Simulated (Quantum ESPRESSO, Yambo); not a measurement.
# A GW chain in Yambo: BaTiO3 (P4mm), part 3 of 3

How does a plane-wave GW calculation on BaTiO3 (P4mm) run from the first input to the gap?

Quantum ESPRESSO 7.5 and Yambo 5.3.0; PBE and many-body steps on it, plane waves. Known limits of the many-body steps: not at the basis limit; coarse k mesh.

So far. Step 3 (Bands along the symmetry lines): The gap is 1.851 eV, as in the run before at this level. Step 4 (Empty states on the mesh, 4×4×4 mesh, 258 bands): On this mesh the gap is 1.851 eV.

## (6) Screening and self-energy, 4×4×4 mesh, 258 bands, screening to 136.1 eV

Now the one-shot GW correction: screening in the RPA, then the self-energy of the levels asked for.

This step: G0W0 on PBE with spin-orbit coupling, plane waves, norm-conserving pseudopotentials.

Input file gw4.in:

```
HF_and_locXC
gw0
dyson
ppa
em1d
rim_cut
RandQpts= 1000000
RandGvec= 1 RL
EXXRLvcs= 76 Ry
VXCRLvcs= 304 Ry
Chimod= "HARTREE"
% BndsRnXp
 1 | 258 |
%
NGsBlkXp= 10 Ry
% LongDrXp
 1 | 1 | 1 |
%
% GbndRnge
 1 | 258 |
%
DysSolver= "n"
ExtendOut
PPAPntXp= 27.21138 eV
% QPkrange
 18 | 18 | 37 | 44 |
 1 | 1 | 37 | 44 |
%
```

On the command line:

```console
$ OMP_NUM_THREADS=2 mpirun -n 2 yambo -F gw4.in -J gw4 -C gw4 > gw4.log
```

Log:

```text
 Yambo, version 5.3.0

 [02] CORE Variables Setup
 =========================

  [... cell, symmetries and grids as in the set-up ...]

  [02.05] Energies & Occupations
  ==============================

  [X] === General ===
  [X] Electronic Temperature                        :  0.000000  0.000000 [eV K]
  [X] Bosonic    Temperature                        :  0.000000  0.000000 [eV K]
  [X] Finite Temperature mode                       : no
  [X] El. density                                   :  0.62439E+24 [cm-3]
  [X] Fermi Level                                   :  10.49783 [eV]

  [X] === Gaps and Widths ===
  [X] Conduction Band Min                           :  1.850735 [eV]
  [X] Valence Band Max                              :  0.000000 [eV]
  [X] Filled Bands                                  :   40
  [X] Empty Bands                                   :   41  258
  [X] Direct Gap                                    :  2.176909 [eV]
  [X] Direct Gap localized at k                     :  1
  [X] Indirect Gap                                  :  1.850735 [eV]
  [X] Indirect Gap between kpts                     :  18   1
  [X] Last valence band width                       :  0.966233 [eV]
  [X] 1st conduction band width                     :  2.395377 [eV]

 [03] Transferred momenta grid and indexing
 ==========================================

 IBZ Q-points                                      :  18
 BZ  Q-points                                      :   64

 K/Q-points units:
 rlu = crystal or reduced units; cc = cartesian coordinates; iku = interal k-units

 Q [ 1]         [rlu]:  0.000000  0.000000  0.000000
 Q [ 2]         [rlu]:  0.000000  0.000000  0.250000
 Q [ 3]         [rlu]:  0.000000  0.000000 -0.500000
 Q [ 4]         [rlu]:  0.000000  0.250000  0.000000
 Q [ 5]         [rlu]:  0.000000  0.250000  0.250000
 Q [ 6]         [rlu]:  0.000000  0.250000 -0.500000
 Q [ 7]         [rlu]:  0.000000 -0.500000  0.000000
 Q [ 8]         [rlu]:  0.000000 -0.500000  0.250000
 Q [ 9]         [rlu]:  0.000000 -0.500000 -0.500000
 Q [10]         [rlu]:  0.250000  0.250000  0.000000
     [... 6 further rows ...]
 Q [17]         [rlu]: -0.500000 -0.500000  0.250000
 Q [18]         [rlu]: -0.500000 -0.500000 -0.500000

 [04] Coloumb potential Random Integration (RIM)
 ===============================================

  [04.01] RIM initialization
  ==========================

  * Diagonal components only detected *

  8 x (sBL volume)        :  0.071722 [a.u.]
  sBZ random points       :  1000000
  Points outside the sBZ  :   7992674
  RL volume               :  0.573772 [a.u.]
  Integrated volume       :  0.574298 [a.u.]

  [04.02] RIM integrals
  =====================

  Gamma point sphere radius             :  0.075365 [a.u.]
  Points outside the sphere             :   799811
  [Int_sBZ(q=0) 1/q^2]*(Vol_sBZ)^(-1/3) =:  7.678270
                                 should be <:  7.795600

  Summary of Coulomb integrals for non-metallic bands |Q|[au] RIM/Bare

  Q [1] 0.100000E-4 0.984949 * Q [2] 0.206618 1.046119
  Q [4] 0.208303 1.052505 * Q [5] 0.293396 1.049018
  Q [10] 0.294585 1.050977 * Q [11] 0.359821 1.035731
  Q [3] 0.413236 1.019402 * Q [7] 0.416606 1.019496
  Q [6] 0.462768 1.018035 * Q [8] 0.465029 1.017337
  Q [13] 0.465780 1.017829 * Q [12] 0.507488 1.016008
  Q [14] 0.509551 1.015385 * Q [9] 0.586792 1.011894
  Q [16] 0.589170 1.011790 * Q [15] 0.622667 1.010825
  Q [17] 0.624350 1.010447 * Q [18] 0.719643 1.008389

 [05] Dipoles
 ============

  [05.01] Setup: observables and procedures
  =========================================

  [WARNING] [x,Vnl] slows the Dipoles computation. To neglect it rename the ns.kb_pp file

 [06] Dynamic Dielectric Matrix (PPA)
 ====================================

 [WR./gw4//ndb.pp]---------------------------------------------------------------
  Brillouin Zone Q/K grids (IBZ/BZ)                :   18   64   18   64
  RL vectors                                       :   5983 [WF]
  Coulomb cutoff potential                         : none
  Electronic Temperature                           :  0.000000 [K]
  Bosonic    Temperature                           :  0.000000 [K]
  PPA    diel. fun.  energies                      : Perdew, Burke & Ernzerhof(X)+Perdew, Burke & Ernzerhof(C)
  wavefunctions                                    : Perdew, Burke & Ernzerhof(X)+Perdew, Burke & Ernzerhof(C)
  Global Gauge                                     : length
  X matrix size                                    :  253
  X band range                                     :    1  258
  X e/h energy range                               : -1.000000 -1.000000 [eV]
  X Time ordering                                  : R
  X Hxc Kernel                                     : HARTREE
  X Drude frequency                                :  0.000000  0.000000
  X poles                                          :  100.0000 [o/o]
  RL vectors in the sum                            :   5983
  [r,Vnl] included                                 : yes
  Field direction                                  :  0.577350E-5  0.577350E-5  0.577350E-5
  BZ energy Double Grid                            : no
  BZ energy DbGd points                            : 0
  BZ Q point size factor                           : -1.000000
  X Optical Averaged directions                    : none

 [07] Local Exchange-Correlation + Non-Local Fock
 ================================================

 [VXC] Plane waves :   38715
 [EXS] Plane waves :   4897

 QP @ state[ 1 ] K range:  1  1
 QP @ state[ 1 ] b range:   37   44
 QP @ state[ 2 ] K range:  18  18
 QP @ state[ 2 ] b range:   37   44

 [xc] Functional : Perdew, Burke & Ernzerhof(X)+Perdew, Burke & Ernzerhof(C)
 [xc] LIBXC used to calculate xc functional
  PP Number of Atomic Species                      :  3
  NLCC RL compoments                               :   38715
  PP Number of Atomic Species                      :  3
  NLCC RL compoments                               :   38715

 [xc] E_xc :  -21.67812 [Ha]
      E_xc :  -43.35624 [Ry]

  Local XC kind (lXC) : Perdew, Burke & Ernzerhof(X)+Perdew, Burke & Ernzerhof(C)
  Non-Local XC kind (nlXC) : Hartree-Fock

  Corrections @ K [1] :  [eV]
 <37|nlXC|37> = -24.49905 -0.40474E-17 <37|lXC|37> = -20.05358  0.47204E-16
 <38|nlXC|38> = -24.49899 -0.40942E-17 <38|lXC|38> = -20.05358  0.28323E-15
 <39|nlXC|39> = -24.36740  0.11143E-16 <39|lXC|39> = -19.98799  0.88508E-17
 <40|nlXC|40> = -24.36740  0.14646E-16 <40|lXC|40> = -19.98799  0.11063E-16
 <41|nlXC|41> = -11.40188 -0.12661E-19 <41|lXC|41> = -18.77530 -0.32453E-16
 <42|nlXC|42> = -11.40188  0.11234E-17 <42|lXC|42> = -18.77530 -0.94408E-16
 <43|nlXC|43> = -12.09448 -0.62561E-18 <43|lXC|43> = -19.06130 -0.55317E-16
 <44|nlXC|44> = -12.09447 -0.10525E-17 <44|lXC|44> = -19.06130 -0.68484E-17

  Corrections @ K [18] :  [eV]
 <37|nlXC|37> = -24.89558  0.28120E-17 <37|lXC|37> = -19.96124  0.47204E-16
 <38|nlXC|38> = -24.89557 -0.11152E-16 <38|lXC|38> = -19.96124 -0.11801E-16
 <39|nlXC|39> = -24.95871 -0.77779E-17 <39|lXC|39> = -20.00546  0.28323E-15
 <40|nlXC|40> = -24.95871  0.11012E-16 <40|lXC|40> = -20.00546 -0.28323E-15
 <41|nlXC|41> = -13.14073 -0.11549E-17 <41|lXC|41> = -21.86322 -0.18882E-15
 <42|nlXC|42> = -13.14073  0.13421E-17 <42|lXC|42> = -21.86323  0.47204E-16
 <43|nlXC|43> = -13.26048 -0.25570E-18 <43|lXC|43> = -21.86936  0.11801E-16
 <44|nlXC|44> = -13.26048 -0.13007E-18 <44|lXC|44> = -21.86936  0.70806E-16

  [07.01] Hartree-Fock occupations report
  =======================================

  [Hartree-Fock] === General ===
  [Hartree-Fock] Electronic Temperature             :  0.000000  0.000000 [eV K]
  [Hartree-Fock] Bosonic    Temperature             :  0.000000  0.000000 [eV K]
  [Hartree-Fock] Finite Temperature mode            : no
  [Hartree-Fock] El. density                        :  0.62439E+24 [cm-3]
  [Hartree-Fock] Fermi Level                        :  10.49783 [eV]

  [Hartree-Fock] === Gaps and Widths ===
  [Hartree-Fock] Conduction Band Min                :  1.925003 [eV]
  [Hartree-Fock] Valence Band Max                   : -0.036574 [eV]
  [Hartree-Fock] Filled Bands                       :   40
  [Hartree-Fock] Empty Bands                        :   41  258
  [Hartree-Fock] Direct Gap                         :  2.442518 [eV]
  [Hartree-Fock] Direct Gap localized at k          :  2
  [Hartree-Fock] Indirect Gap                       :  1.961577 [eV]
  [Hartree-Fock] Indirect Gap between kpts          :  17   2
  [Hartree-Fock] Last valence band width            :  4.916683 [eV]
  [Hartree-Fock] 1st conduction band width          :  11.04360 [eV]

 [08] Dyson equation: Newton solver
 ==================================

  [08.01] G0W0 (W PPA)
  ====================

  [  GW  ] Bands range     :    1  258
  [GW/PPA] G damping       :  0.100000 [eV]

  QP @ state[ 1 ] K range:  1  1
  QP @ state[ 1 ] b range:   37   44
  QP @ state[ 2 ] K range:  18  18
  QP @ state[ 2 ] b range:   37   44

   Sc/G bands                                       :    1  258
   Sc/G damping                                     :  0.100000 ev
   Sc bands terminator                              : no
   Sx RL components                                 :   4897

   QP @ state[ 1 ] K range                          :  1  1
   QP @ state[ 1 ] b range                          :   37   44
   QP @ state[ 2 ] K range                          :  18  18
   QP @ state[ 2 ] b range                          :   37   44
   GF energies kind                                 : Perdew, Burke & Ernzerhof(X)+Perdew, Burke & Ernzerhof(C)
   GF WF`s kind                                     : Perdew, Burke & Ernzerhof(X)+Perdew, Burke & Ernzerhof(C)
   Xs energies kind                                 : Perdew, Burke & Ernzerhof(X)+Perdew, Burke & Ernzerhof(C)
   Xs WF`s kind                                     : Perdew, Burke & Ernzerhof(X)+Perdew, Burke & Ernzerhof(C)

 [11] Game Over & Game summary
```

It took 24 min on 2 MPI ranks of Arm Neoverse V1, shared host; peak memory 2.8 GiB; 1.5 h of CPU time.

Numbers from this step:

- G0W0 gap on the points computed: 3.332 eV
- starting gap on the mesh: 1.851 eV
- k of the valence top: -0.5, -0.5, -0.5
- k of the conduction bottom: 0, 0, 0
- least direct G0W0 gap on the computed points: 3.670 eV
- Z at the valence top: 0.7641
- Z at the conduction bottom: 0.7786

The gap on the mesh goes from 1.85 eV to 3.33 eV, a correction of +1.48 eV.

Limits: finite bands, cutoff and mesh; coarse k mesh. v1 is the top filled band, c1 the lowest empty one. The levels before and after the correction (eV, zero at the valence-band top of each column):

```csv
,conduction bottom,valence top
Kohn-Sham,1.85,0.00
G0W0,3.33,0.00
```

```csv
,level,energy (eV)
Kohn-Sham,Γ v3,-0.362
Kohn-Sham,Γ v2-v1,-0.326
Kohn-Sham,Γ c1-c2,1.851
Kohn-Sham,Γ c3,2.207
Kohn-Sham,(-0.5 -0.5 -0.5) v3,-0.171
Kohn-Sham,(-0.5 -0.5 -0.5) v2-v1,0.000
Kohn-Sham,(-0.5 -0.5 -0.5) c1-c2,4.246
Kohn-Sham,(-0.5 -0.5 -0.5) c3,4.256
G0W0,Γ v3,-0.378
G0W0,Γ v2-v1,-0.337
G0W0,Γ c1-c2,3.332
G0W0,Γ c3,3.719
G0W0,(-0.5 -0.5 -0.5) v3,-0.203
G0W0,(-0.5 -0.5 -0.5) v2-v1,0.000
G0W0,(-0.5 -0.5 -0.5) c1-c2,6.035
G0W0,(-0.5 -0.5 -0.5) c3,6.095
```

## (7) Where the time went

Times are wall times on the hardware named with each run, good to a factor of about two.

```csv
step,time,share,memory (GiB)
ground state,2.3 min,8 %,0.84
bands along the symmetry lines,64 s,4 %,0.45
empty states on the mesh,2.8 min,10 %,1.1
conversion and set-up,5.2 s,0 %,0.25
screening and self-energy,24 min,79 %,2.8
```

## (8) What came out

| Item | Value |
| --- | --- |
| PBE gap | 1.85 eV, indirect |
| G0W0 gap on the mesh | 3.33 eV |
| GW settings | 4×4×4 mesh, 258 bands, screening to 136.1 eV, Godby-Needs plasmon pole |
| known limits | not at the basis limit; coarse k mesh |

What this shows: G0W0 moves the gap on the mesh from 1.85 eV to 3.33 eV (+1.48 eV), with Z of 0.76 and 0.78 at the edges. Only 2 of the mesh's irreducible points were corrected, so a valley elsewhere could overtake. The dearest step here is «screening and self-energy». Bands and cutoff are finite, so the gap is not at the basis limit. The miss can reach some tenths of an eV and take either sign; the mesh is an error of its own. In the G0W0 run levels were corrected at 2 k points alone, so a gap called «on the mesh» is the least over those, and an edge elsewhere would be missed. The 4×4×4 mesh is coarse for this cell, which bears on the long-range parts of exchange and screening.

[Paths, hosts, dates, memory and timing lines, banners, echoed tables and standing remarks are left out of the program output.]

[Logs are printed without paths, hosts, clocks, repeated set-up lines and the standing remarks that a program may print on its own settings, such as how far it seeks lower states.]

[Runs of the session that timed out or met a known fault of the program may be left out.]

[Hosts, paths, dates, database ids (printed as entryN), source tags and the programs' standing remarks are cut or masked in the printed files.]
